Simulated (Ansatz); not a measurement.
**GaCuSe2 (I-42d): spin-orbit coupling beyond the local functionals**

Aim: the spin-orbit change of the gap of GaCuSe2 (I-42d).

Main program and level: Ansatz 0.2.0; density functionals with and without spin-orbit coupling, plane waves, PAW.

**The experiments to reproduce.**

- Gap 1.7 eV: thermal gap from Hall coefficient in intrinsic region, perpendicular to c; temperature-dependent Hall effect; bulk crystal (n-type Bridgman-grown single crystal) (“Growth and anisotropy of transport properties of CuGaSe2 single crystals”, 2018, pmc:6251020).

- Gap 1.72 eV: thermal gap from intrinsic conductivity perpendicular to c, 380-530 K; temperature-dependent electrical conductivity; bulk crystal (n-type Bridgman-grown single crystal) (“Growth and anisotropy of transport properties of CuGaSe2 single crystals”, 2018, pmc:6251020).

## Step 1: Starting point

The structure is tetragonal, space group I-42d (No. 122). Conventional cell: a = 5.619 Å, b = 5.619 Å, c = 11.026 Å, α = 90.00°, β = 90.00°, γ = 90.00°. Nearest to Ga lie 4 Se at 2.42 Å. Nearest to Cu lie 4 Se at 2.42 Å. Nearest to Se lie 2 Ga at 2.42 Å and 2 Cu at 2.42 Å. Farther neighbours and most contacts between anions are not listed.

The cell and positions come from the Crystallography Open Database and are kept as given unless a step says otherwise.

## Step 2: HSE06, 4×4×4 mesh

This step: DFT, HSE06, plane waves, PAW; PAW set soft_1.

input.yaml reads:

```yaml
crystal:
  lattice:
    - [-2.80955, 2.80955, 5.513]
    - [2.80955, -2.80955, 5.513]
    - [2.80955, 2.80955, -5.513]
  atoms:
    - { symbol: Ga, position: [0.5, 0.5, 0.0] }
    - { symbol: Ga, position: [0.25, 0.75, 0.5] }
    - { symbol: Cu, position: [0.0, 0.0, 0.0] }
    - { symbol: Cu, position: [0.75, 0.25, 0.5] }
    - { symbol: Se, position: [0.375, 0.37562, 0.50062] }
    - { symbol: Se, position: [0.62438, 0.125, 0.99938] }
    - { symbol: Se, position: [0.875, 0.87438, 0.49938] }
    - { symbol: Se, position: [0.12562, 0.625, 0.00062] }
kpoints:
  mp_grid: { grid: [4, 4, 4] }
  band_path:
    path:
      - [0.0, 0.0, 0.0]
      - [0.0, 0.0, 0.5]
      - [0.25, 0.25, 0.25]
      - [0.0, 0.5, 0.0]
      - [0.5, 0.5, -0.5]
      - [0.31492883, 0.68507117, -0.31492883]
      - [-0.31492883, 0.31492883, 0.31492883]
      - [-0.12985765, 0.12985765, 0.5]
    npoints: 1
hamiltonian:
  xc: hse06
  pseudopotentials: { kind: paw, azcp: { folder: soft_1 } }
scf:
  occupations: { method: fixed }
  n_extra_bands: 6
output:
  eigenvalues: true
```

On the command line:

```
ansatz run input.yaml --threads 3 --pin off --max-ram 92160MiB --backend cuda --events-out ev --progress --plain --runs-dir out --devices 1 --max-vram 13GiB
```

Numbers of over 12 decimals in the logs are rounded to 6 here.

The program printed:

```text
scf.n_extra_bands = 6 over 64 filled bands (N_el = 128.0): the run solves 70 bands
GPUs: using 1 of 1 available (devices: 1).
Engine: ansatz 0.2.0, x86_64-unknown-linux-gnu
Pseudopotentials: kind: paw
Pseudopotential: Ga, paw, valence charge 13, recommended cutoff 420 eV (normal), soft_1/Ga.paw.azcp
Pseudopotential: Cu, paw, valence charge 19, recommended cutoff 420 eV (normal), soft_1/Cu.paw.azcp
Pseudopotential: Se, paw, valence charge 16, recommended cutoff 420 eV (normal), soft_1/Se.paw.azcp
Functional definition: HSE06
  parameter a = 0.25
  parameter omega = 0.11/bohr
  exchange = pbe_x - a*pbe_x_sr(omega) + a*exact_x_sr(omega)
  correlation = pbe_c
davidson cushion auto → on  (no smearing: the cushion is to keep the highest requested band from converging to the state above it; pin scf.eigensolver.cushion to override)
device memory: the entry about to start is reckoned to put 4.3 GiB on a device that reports 33.1 GiB free (of which the cap on the GPU budget leaves the run 13.0 GiB)
GPU FFT provider: cuFFT
GPU libraries: cuBLAS 13.8.2, cuFFT 12.4.0, cuSOLVER 12.3.4
Crystal: 8 atoms, lattice volume = 174.069 Å³
Basis set: ecut = 420 eV, 3451 PW (Γ)
Bands: 70, of which v1, the nominal top of the filled ones, is band 64 counted from 1 (63 counted from 0)
Symmetry: 8 space group operations
Space group: I-42d (ITA 122), of the structure as read, at distance tolerance 5.6e-5 Å
k-points: 13 of 64 (time reversal used)
Non-local potential: Ga, projectors of the file, l = 0: 2, l = 1: 2, l = 2: 3, l = 3: 1
Non-local potential: Cu, projectors of the file, l = 0: 3, l = 1: 2, l = 2: 3, l = 3: 1
Non-local potential: Se, projectors of the file, l = 0: 2, l = 1: 2, l = 2: 3, l = 3: 1
PAW form: soft (Blöchl's): semilocal exchange-correlation on the pseudo side does not see the compensation charge
PAW frozen core: Ga, regenerated for the run's functional, and the local potential with it (the file was generated under x = pbe(κ = 0.804, μ = 0.219515), c = pbe(β = 0.066725))
PAW frozen core: Cu, regenerated for the run's functional, and the local potential with it (the file was generated under x = pbe(κ = 0.804, μ = 0.219515), c = pbe(β = 0.066725))
PAW frozen core: Se, regenerated for the run's functional, and the local potential with it (the file was generated under x = pbe(κ = 0.804, μ = 0.219515), c = pbe(β = 0.066725))
PAW one-centre angular grid: Ga, 590 points (default); XC on 64 Gauss nodes
PAW one-centre angular grid: Cu, 590 points (default); XC on 64 Gauss nodes
PAW one-centre angular grid: Se, 590 points (default); XC on 64 Gauss nodes
Initial density: superposition of atomic densities (chi_scale 0.1, normalization cell, long waves kept (reshape's long-wave potential 0.00 eV rms))
Initial wavefunctions: pseudopotential atomic-orbital guess
[...]
Frozen-core exchange: fock
SCF iter   1: F=—  HF=-42702.324662 eV  |F-HF|=—  |Δ(HF+E_count)|=         —  Δρ=1.89e-4  dr2=4.94e-5  ethr=2.66e-6  ⟨swp⟩=3.5  Hψ=2107  notcnv=0
preconditioner: auto → none  [insulator: Δε(μ)=1.427 eV  Ē_g=12.838 eV  n_scr=60 (ndim 8)  ℏωp=23.9 eV  f_vac=0.131]
iter 2 solved again at ethr=8.22e-10 eV; its pass at ethr=3.19e-8 eV (dr2=1.05e-6 eV) is discarded
SCF iter   2: F=—  HF=-42702.324661 eV  |F-HF|=—  |Δ(HF+E_count)|=   1.37e-6  Δρ=3.77e-5  dr2=2.09e-6  ethr=8.22e-10  ⟨swp⟩=2.7  Hψ=5053  notcnv=0
SCF iter   3: F=—  HF=-42702.324668 eV  |F-HF|=—  |Δ(HF+E_count)|=   7.14e-6  Δρ=2.88e-5  dr2=9.97e-7  ethr=8.20e-10  ⟨swp⟩=4.8  Hψ=2872  notcnv=0
SCF iter   4: F=-42702.324668 eV  HF=-42702.324668 eV  |F-HF|=6.17e-9  |Δ(HF+E_count)|=   2.29e-7  Δρ=6.63e-6  dr2=5.51e-8  ethr=7.20e-10  ⟨swp⟩=3.0  Hψ=2319  notcnv=0
SCF 3 converged in 4 iterations: F = -42702.324668 eV  dr2 = 5.51e-8
hybrid outer 2: dexx = +6.526e-6 eV, tail = 4.44e-7 eV, Δε = 6.11e-3 eV (about 2.51e-4 eV left of the loop's levels)
device memory: the entry about to start is reckoned to put 1.5 GiB on a device that reports 42.1 GiB free (of which the cap on the GPU budget leaves the run 13.0 GiB)
NSCF: frozen V_eff on 8 k-points
hybrid SCF converged: 2 outer / 13 inner (+9 warm-up), last move |dexx| = 6.53e-6 eV, tail = 4.44e-7 eV
Stability not checked: this state was not tested for a lower state beside it, because the functional holds exact exchange (a hybrid, or Hartree-Fock), whose exchange loop this test does not read (fock_operator; see scf.lower_state_search)
Free energy (F): -42702.324666 eV
Frozen-core exchange: fock
Harris-Foulkes:  -42702.324666 eV  (|F-HF|=6.17e-9)
Internal energy: -42702.324666 eV  (E = F + TS)
E sigma→0 (E₀):  -42702.324666 eV
Fermi energy:    7.764714 eV
--- Per-component energies (eV) ---
  E_band       = -3024.635757
  E_kinetic    = 1183.924569
  E_local      = -25733.093508  (includes V_loc(G=0)·N_el)
  E_nonlocal   = 216.632047
  E_hartree    = 12740.262212
  E_xc         = -485.981259
  E_vxc        = -519.012765  (∫ρ·V_xc dr)
  E_exx        = -588.653359  (= α·E_x^exact, valence–valence)
  E_paw        = -15694.800330  (= ΣΔE_a)
  E_vpaw       = -2476.306914  (= ΣTr[D̂ρ^β])
  E_aug_tail   = 0.000059  (compensation charges beyond the density's cutoff)
  E_ewald      = -14336.105182
  E_core_change = -4.509914  (= ΣΔE_core)
  E_smearing   = -0.000000  (= −TS)
  E_closure    = 0.000000  (closes the sum)
  Σ components = -42702.324666   (vs F -42702.324666, Δ=7.28e-12)
--- Band table (eV; the first three rows and the last of 13) ---
  k-point 0: bands = [... 60 lower, 5.7558, 7.6456, 7.6456, 7.7647, 9.1944, 10.6384, 11.1426, 12.9224, ... 2 higher]
  k-point 1: bands = [... 60 lower, 6.1615, 6.2078, 6.9973, 7.4577, 10.5934, 11.0741, 12.1540, 12.5509, ... 2 higher]
  k-point 2: bands = [... 60 lower, 6.7851, 6.7851, 7.1619, 7.1619, 10.0806, 10.0806, 12.3629, 12.3629, ... 2 higher]
  k-point 12: bands = [... 60 lower, 6.3211, 6.3211, 6.6506, 6.6506, 10.6760, 10.6760, 10.6908, 10.6908, ... 2 higher]
```

Run time: 60 s. Hardware: 1 × NVIDIA H100 80GB HBM3 (shared by 6 runs) with 3 threads of AMD EPYC 7R13 (Zen 3), shared host; peak memory 1.8 GiB.

Reading the cycles: dr2 is the Hartree energy of the density residual (eV), the measure of convergence; HF is the Harris–Foulkes estimate of the energy, which meets the free energy F at convergence.

This step gave:

| Item | Value |
| --- | --- |
| gap | 1.430 eV |
| valence top at | Γ |
| conduction bottom at | Γ |
| least direct gap | 1.430 eV |
| exact-exchange fraction | 0.25 |

The gap is direct, at Γ.

## Step 3: HSE06+SOC, 4×4×4 mesh

Spin-orbit coupling can split or shift the edges; a non-collinear run measures by how much.

This step: DFT, HSE06 with spin-orbit coupling, plane waves, PAW; PAW set soft_1.

input.yaml, as its differences from that of step 2:

```diff
@@ -29,6 +29,9 @@
   xc: hse06
-  pseudopotentials: { kind: paw, azcp: { folder: soft_1 } }
+  pseudopotentials: { kind: paw_fr, azcp: { folder: soft_1 } }
 scf:
-  occupations: { method: fixed }
-  n_extra_bands: 6
+  occupations: { method: fermi_dirac, width: 0.02 }
+  n_extra_bands: 12
+magnetization:
+  noncollinear: true
+  spin_orbit: true
 output:
```

The program printed:

```text
[...]
GPUs: using 1 of 1 available (devices: 1).
[...]
non-collinear run that drives no moment, with spin-orbit: no starting moment large enough to seed its density (crystal.atoms[].spin), no starting occupations that ask for one, no magnetisation constraint and no magnetic field, so the semilocal B_xc is pinned to zero
[...]
GPU FFT provider: cuFFT
GPU libraries: cuBLAS 13.8.2, cuFFT 12.4.0, cuSOLVER 12.3.4
Crystal: 8 atoms, lattice volume = 174.069 Å³
Basis set: ecut = 420 eV, 3451 PW (Γ)
Bands: 140, of which v1, the nominal top of the filled ones, is band 128 counted from 1 (127 counted from 0)
Symmetry: 8 space group operations + 8 with time reversal
[...]
k-points: 13 of 64 (time reversal used)
Projection manifold: j_resolved (fully-relativistic pseudo-atomic orbitals)
[...]
GPU buffer pool allocated for 110592 grid points (all kernels)
[...]
SCF iter   1: F=—  HF=-42698.962416 eV  |F-HF|=—  |Δ(HF+E_count)|=         —  Δρ=5.91e-2  dr2=4.34e0  dr2_m=0.00e0 (ungated)  ethr=1.00e-1  |M|=0.00e0 ∫|m|=0.00e0 μB  |m|>n=0.0e0 m-floor=0.0e0 τ_xc=0.0e0  β_m=0.30  ⟨swp⟩=4.3  Hψ=5916  notcnv=0
[...]
SCF iter   8: F=-42698.049751 eV  HF=-42698.049755 eV  |F-HF|=3.23e-6  |Δ(HF+E_count)|=   3.83e-5  Δρ=3.23e-5  dr2=3.33e-6  dr2_m=0.00e0 (ungated)  ethr=2.50e-8  |M|=0.00e0 ∫|m|=0.00e0 μB  |m|>n=0.0e0 m-floor=0.0e0 τ_xc=0.0e0  ⟨swp⟩=3.9  Hψ=5150  notcnv=0
SCF 1 stopped early in 8 iterations: F = -42698.049751 eV  dr2 = 3.33e-6
[...]
GPU FFT provider: cuFFT
GPU libraries: cuBLAS 13.8.2, cuFFT 12.4.0, cuSOLVER 12.3.4
Projection manifold: j_resolved (fully-relativistic pseudo-atomic orbitals)
[...]
GPU buffer pool allocated for 110592 grid points (all kernels)
[...]
Frozen-core exchange: fock
SCF iter   1: F=—  HF=-42697.761317 eV  |F-HF|=—  |Δ(HF+E_count)|=         —  Δρ=3.27e-2  dr2=1.29e0  dr2_m=0.00e0 (ungated)  ethr=2.60e-8  |M|=0.00e0 ∫|m|=0.00e0 μB  |m|>n=0.0e0 m-floor=0.0e0 τ_xc=0.0e0  β_m=0.30  ⟨swp⟩=12.0  Hψ=10504  notcnv=0
[...]
SCF iter   6: F=-42697.539465 eV  HF=-42697.539504 eV  |F-HF|=3.91e-5  |Δ(HF+E_count)|=   1.05e-3  Δρ=9.16e-5  dr2=3.24e-5  dr2_m=0.00e0 (ungated)  ethr=2.60e-8  |M|=0.00e0 ∫|m|=0.00e0 μB  |m|>n=0.0e0 m-floor=0.0e0 τ_xc=0.0e0  ⟨swp⟩=5.0  Hψ=6108  notcnv=0
SCF 2 stopped early in 6 iterations: F = -42697.539465 eV  dr2 = 3.24e-5
hybrid outer 1: dexx = +6.611e-2 eV, tail = 7.90e-4 eV
GPU FFT provider: cuFFT
GPU libraries: cuBLAS 13.8.2, cuFFT 12.4.0, cuSOLVER 12.3.4
Projection manifold: j_resolved (fully-relativistic pseudo-atomic orbitals)
GPU buffer pool allocated for 110592 grid points (all kernels)
[...]
Frozen-core exchange: fock
SCF iter   1: F=—  HF=-42697.538591 eV  |F-HF|=—  |Δ(HF+E_count)|=         —  Δρ=1.53e-4  dr2=3.62e-5  dr2_m=0.00e0 (ungated)  ethr=3.09e-6  |M|=0.00e0 ∫|m|=0.00e0 μB  |m|>n=0.0e0 m-floor=0.0e0 τ_xc=0.0e0  β_m=0.30  ⟨swp⟩=6.1  Hψ=4013  notcnv=0
[...]
SCF iter   6: F=-42697.538609 eV  HF=-42697.538609 eV  |F-HF|=1.04e-8  |Δ(HF+E_count)|=   2.31e-8  Δρ=3.39e-6  dr2=4.45e-8  dr2_m=0.00e0 (ungated)  ethr=1.17e-10  |M|=0.00e0 ∫|m|=0.00e0 μB  |m|>n=0.0e0 m-floor=0.0e0 τ_xc=0.0e0  ⟨swp⟩=3.0  Hψ=3857  notcnv=0
SCF 3 converged in 6 iterations: F = -42697.538609 eV  dr2 = 4.45e-8
[...]
NSCF: frozen V_eff on 8 k-points
[...]
Magnetization: |M| = 0.0000 μB,  M = (+0.0000, +0.0000, +0.0000) μB
Absolute magnetization: 0.0000 μB (∫|m|)
  site 0: m = (+0.0000, +0.0000, +0.0000) μB, |m| = 0.0000 μB  (R = 1.00 Å)
  site 1: m = (+0.0000, +0.0000, +0.0000) μB, |m| = 0.0000 μB  (R = 1.00 Å)
  site 2: m = (+0.0000, +0.0000, +0.0000) μB, |m| = 0.0000 μB  (R = 1.00 Å)
  site 3: m = (+0.0000, +0.0000, +0.0000) μB, |m| = 0.0000 μB  (R = 1.00 Å)
  site 4: m = (+0.0000, +0.0000, +0.0000) μB, |m| = 0.0000 μB  (R = 1.00 Å)
  site 5: m = (+0.0000, +0.0000, +0.0000) μB, |m| = 0.0000 μB  (R = 1.00 Å)
  site 6: m = (+0.0000, +0.0000, +0.0000) μB, |m| = 0.0000 μB  (R = 1.00 Å)
  site 7: m = (+0.0000, +0.0000, +0.0000) μB, |m| = 0.0000 μB  (R = 1.00 Å)
Free energy (F): -42697.538608 eV
Frozen-core exchange: fock
[...]
Internal energy: -42697.538608 eV  (E = F + TS)
E sigma→0 (E₀):  -42697.538608 eV
Fermi energy:    8.508607 eV
[...]
--- Band table (eV; the first three rows and the last of 13) ---
  k-point 0: bands = [... 124 lower, 7.7347, 7.7347, 7.8231, 7.8231, 9.1939, 9.1939, 10.6386, 10.6386, ... 8 higher]
  k-point 1: bands = [... 124 lower, 6.9775, 7.0214, 7.4545, 7.4756, 10.5590, 10.6248, 11.0660, 11.0823, ... 8 higher]
  k-point 2: bands = [... 124 lower, 7.1629, 7.1629, 7.1685, 7.1685, 10.0553, 10.0553, 10.1065, 10.1065, ... 8 higher]
  k-point 12: bands = [... 124 lower, 6.6623, 6.6623, 6.6623, 6.6623, 10.6686, 10.6686, 10.6686, 10.6686, ... 8 higher]
```

Elapsed: 5.6 min, on 1 × NVIDIA H100 80GB HBM3 (shared by 6 runs) with 3 threads; peak memory 4.6 GiB; 14 min of CPU time.

This step gave:

```
gap                     : 1.371 eV
valence top at          : Γ
conduction bottom at    : Γ
least direct gap        : 1.371 eV
exact-exchange fraction : 0.25
```

The gap stands −0.06 eV against HSE06.

## Step 4: Together

Times are wall times on 1 × NVIDIA H100 80GB HBM3 (shared by 6 runs) with 3 threads of AMD EPYC 7R13 (Zen 3), shared host, good to a factor of about two.

```csv
level,gap (eV),with coupling (eV),change (eV),time,with coupling
HSE06,1.43,1.37,−0.06,60 s,5.6 min
```

## Step 5: Summary of results

```yaml
hse06: 1.43 eV
hse06_soc: 1.37 eV
```

In words: Spin-orbit coupling changes the gap by −0.06 eV and the least direct gap by −0.06 eV. Against experiment, by HSE06+SOC: the gap of 1.37 eV lies −0.33 eV from the measured 1.7 eV (transport, 2018); the gap of 1.37 eV lies −0.35 eV from the measured 1.72 eV (transport, 2018). The lattice is static and excitons are left out. The runs have no spin polarisation. For a closed low-spin shell that is the natural state; where a d or f shell is open it is a constraint, and the gap is then not the crystal's own.

[Paths, hosts, dates, memory and timing lines, banners, echoed tables and standing remarks are left out of the program output.]

[Logs are printed without paths, hosts, clocks, repeated set-up lines and the standing remarks that a program may print on its own settings, such as how far it seeks lower states.]

[Runs of the session that timed out or met a known fault of the program may be left out.]

[Cells called generated may have been cut or substituted from an entry of the Crystallography Open Database or the Materials Project.]

[Hosts, paths, dates, database ids (printed as entryN), source tags and the programs' standing remarks are cut or masked in the printed files.]
